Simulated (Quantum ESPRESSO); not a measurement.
## KF (Carobbiite): the LO frequency by hand

How high does the longitudinal optical mode of KF (Carobbiite) lie, given the transverse one, the Born charge and ε∞?

Method: DFT LDA, scalar-relativistic, plane waves, PseudoDojo norm-conserving pseudopotentials, in Quantum ESPRESSO 7.5.

### Step 1. The relaxed structure

It takes space group Fm-3m (No. 225, cubic). Conventional cell: a = 5.158 Å, b = 5.158 Å, c = 5.158 Å, α = 90.00°, β = 90.00°, γ = 90.00°. Nearest to K lie 6 F at 2.58 Å. F has 6 K at 2.58 Å nearest. Farther neighbours and most contacts between anions are not listed.

As a file:

```cif
data_structure
_symmetry_space_group_name_H-M 'P 1'
_symmetry_Int_Tables_number 1
_cell_length_a 3.6474
_cell_length_b 3.6474
_cell_length_c 3.6474
_cell_angle_alpha 60.000
_cell_angle_beta 60.000
_cell_angle_gamma 60.000
_cell_volume 34.31
loop_
_atom_site_label
_atom_site_type_symbol
_atom_site_fract_x
_atom_site_fract_y
_atom_site_fract_z
_atom_site_occupancy
K1 K 0.00000 0.00000 0.00000 1
F2 F 0.50000 0.50000 0.50000 1
```

This is the cell after its relaxation at this level of theory, not the database cell from which that began.

### Step 2. What the response run gave

A linear-response run on the relaxed cell, with the response to an electric field; only its zone-centre results are used. Cutoff 92 Ry, k mesh 8×8×8.

The program printed:

```text
[banners, grids, parts of the stress and lines that vanish by symmetry left out]
Program PHONON v.7.5
     Reading xml data from directory:

[...]
Exchange-correlation= PW
                           (   1   4   0   0   0   0   0)
[...]
kinetic-energy cut-off    =      92.0000  Ry
     charge density cut-off    =     368.0000  Ry
     convergence threshold     =      1.0E-18
[...]
Exchange-correlation= PW
                           (   1   4   0   0   0   0   0)
[...]
q = (   0.0000000   0.0000000   0.0000000 )
     49 Sym.Ops. (with q -> -q+G )
     G cutoff =  442.8564  (  27581 G-vectors)     FFT grid: ( 45, 45, 45)
     number of k points=    29
[...]
Mode symmetry, O_h (m-3m)  point group:
[...]
Dielectric constant
[...]
End of electric fields calculation
          Dielectric constant in cartesian axis
          (       2.095340307      -0.000000000      -0.000000000 )
          (      -0.000000000       2.095340307       0.000000000 )
          (      -0.000000000       0.000000000       2.095340307 )
          Effective charges (d Force / dE) in cartesian axis without acoustic sum rule applied (asr)
           atom    1  K     Mean Z*:        1.15083
      Ex  (        1.15083       -0.00000        0.00000 )
      Ey  (       -0.00000        1.15083       -0.00000 )
      Ez  (        0.00000       -0.00000        1.15083 )
           atom    2  F     Mean Z*:       -1.15090
      Ex  (       -1.15090       -0.00000       -0.00000 )
      Ey  (       -0.00000       -1.15090        0.00000 )
      Ez  (       -0.00000        0.00000       -1.15090 )
          Effective charges Sum: Mean:       -0.00007
[...]
Effective charges (d Force / dE) in cartesian axis with asr applied:
           atom    1  K     Mean Z*:        1.15086
[...]
atom    2  F     Mean Z*:       -1.15086
[...]
Representation #   1 modes #   1   2   3
[...]
End of self-consistent calculation
     Convergence has been achieved
     Representation #   2 modes #   4   5   6
[...]
End of self-consistent calculation
     Convergence has been achieved
[...]
Dielectric constant in cartesian axis
          (       2.095340307      -0.000000000      -0.000000000 )
          (      -0.000000000       2.095340307       0.000000000 )
          (      -0.000000000       0.000000000       2.095340307 )
          Effective charges (d Force / dE) in cartesian axis without acoustic sum rule applied (asr)
           atom    1  K     Mean Z*:        1.15083
      Ex  (        1.15083       -0.00000        0.00000 )
      Ey  (       -0.00000        1.15083       -0.00000 )
      Ez  (        0.00000       -0.00000        1.15083 )
           atom    2  F     Mean Z*:       -1.15090
      Ex  (       -1.15090       -0.00000       -0.00000 )
      Ey  (       -0.00000       -1.15090        0.00000 )
      Ez  (       -0.00000        0.00000       -1.15090 )
          Effective charges Sum: Mean:       -0.00007
[...]
Effective charges (d Force / dE) in cartesian axis with asr applied:
           atom    1  K     Mean Z*:        1.15086
[...]
atom    2  F     Mean Z*:       -1.15086
[...]
q = (    0.000000000   0.000000000   0.000000000 )
[...]
freq (    1) =      -0.106132 [THz] =      -3.540184 [cm-1]
     freq (    2) =      -0.106132 [THz] =      -3.540184 [cm-1]
     freq (    3) =      -0.106132 [THz] =      -3.540184 [cm-1]
     freq (    4) =       6.324569 [THz] =     210.964901 [cm-1]
     freq (    5) =       6.324569 [THz] =     210.964901 [cm-1]
     freq (    6) =       6.324569 [THz] =     210.964901 [cm-1]
[...]
Mode symmetry, O_h (m-3m)  point group:
     freq (   1-   3) =         -3.5  [cm-1]   --> T_1u G_15  G_4- I
     freq (   4-   6) =        211.0  [cm-1]   --> T_1u G_15  G_4- I

   JOB DONE.
```

```
                       quantity   value
             cell volume Ω (Å³)  34.312
                  mass of K (u)  39.098
                  mass of F (u)  18.998
      Born charge of K, raw (e)   1.151
      Born charge of F, raw (e)  -1.151
                             ε∞   2.095
ω(TO) after the sum rule (cm⁻¹)   211.0
```

### Step 3. The calculation

The charges must sum to zero over the cell; taking off their mean, 0.000 e, leaves Z* = 1.151 e on K. In the polar mode K moves against F, so the reduced mass is μ = 39.10 × 19.00 / 58.10 = 12.786 u.

A longitudinal wave builds up a field that adds to the restoring force: ω(LO)² = ω(TO)² + 4π Z*² / (μ Ω ε∞), in Hartree atomic units. With μ = 23307 electron masses and Ω = 231.55 bohr³ the second term is 1.4719e-06 Ha², or 70899 cm⁻² (1 Ha = 219474.6 cm⁻¹).

So ω(LO) = √(44521 + 70899) = 339.7 cm⁻¹, and by the Lyddane-Sachs-Teller relation ε₀ = ε∞ (ω(LO)/ω(TO))² = 5.43.

### Step 4. Check against the program

The analysis program adds the same non-analytic term to the full matrix, here for q along (1 0 0).

The program printed:

```text
[banner, memory and clock lines left out]
Program DYNMAT v.7.5

     Reading Dynamical Matrix from file g.dyn
     ...Force constants read
     ...epsilon and Z* read

     Polarizability (A^3 units)
     multiply by 0.732540 for Clausius-Mossotti correction
         2.990817   -0.000000   -0.000000
        -0.000000    2.990817    0.000000
        -0.000000    0.000000    2.990817

     IR activities are in (D/A)^2/amu units

# mode   [cm-1]    [THz]      IR
    1      0.00    0.0000    0.0000
    2      0.00    0.0000    0.0000
    3      0.00    0.0000    0.0000
    4    211.00    6.3255    2.3900
    5    211.00    6.3255    2.3900
    6    339.73   10.1849    2.3900
```

ε₀ comes from the program's run without a direction of q.

```csv
quantity,by hand,program
ω(LO) (cm⁻¹),339.7,339.7
ε₀,5.43,5.43
```

### Step 5. Outcome

```json
{
 "TO mode": "211 cm⁻¹",
 "LO mode": "339.7 cm⁻¹",
 "static dielectric constant": "5.432"
}
```

In words: The LO mode of KF (Carobbiite) lies at 340 cm⁻¹, 129 cm⁻¹ above the TO mode; the formula meets the program within 0.1 cm⁻¹, as it must for a cubic crystal with one polar mode. ω(LO)² − ω(TO)² goes with Z*²/ε∞: an error of 5 % in ε∞ would move the LO mode by 5.0 cm⁻¹, and semilocal functionals tend to overestimate ε∞. These are harmonic values at zero temperature, at the volume of this functional, for the structure held cubic; stability elsewhere in the zone is no part of this calculation.

[Host names and launcher messages were left out of these logs when they were recorded.]

[Logs are printed without paths, hosts, clocks, repeated set-up lines and the standing remarks that a program may print on its own settings, such as how far it seeks lower states.]

[Hosts, paths, dates, database ids (printed as entryN), source tags and the programs' standing remarks are cut or masked in the printed files.]
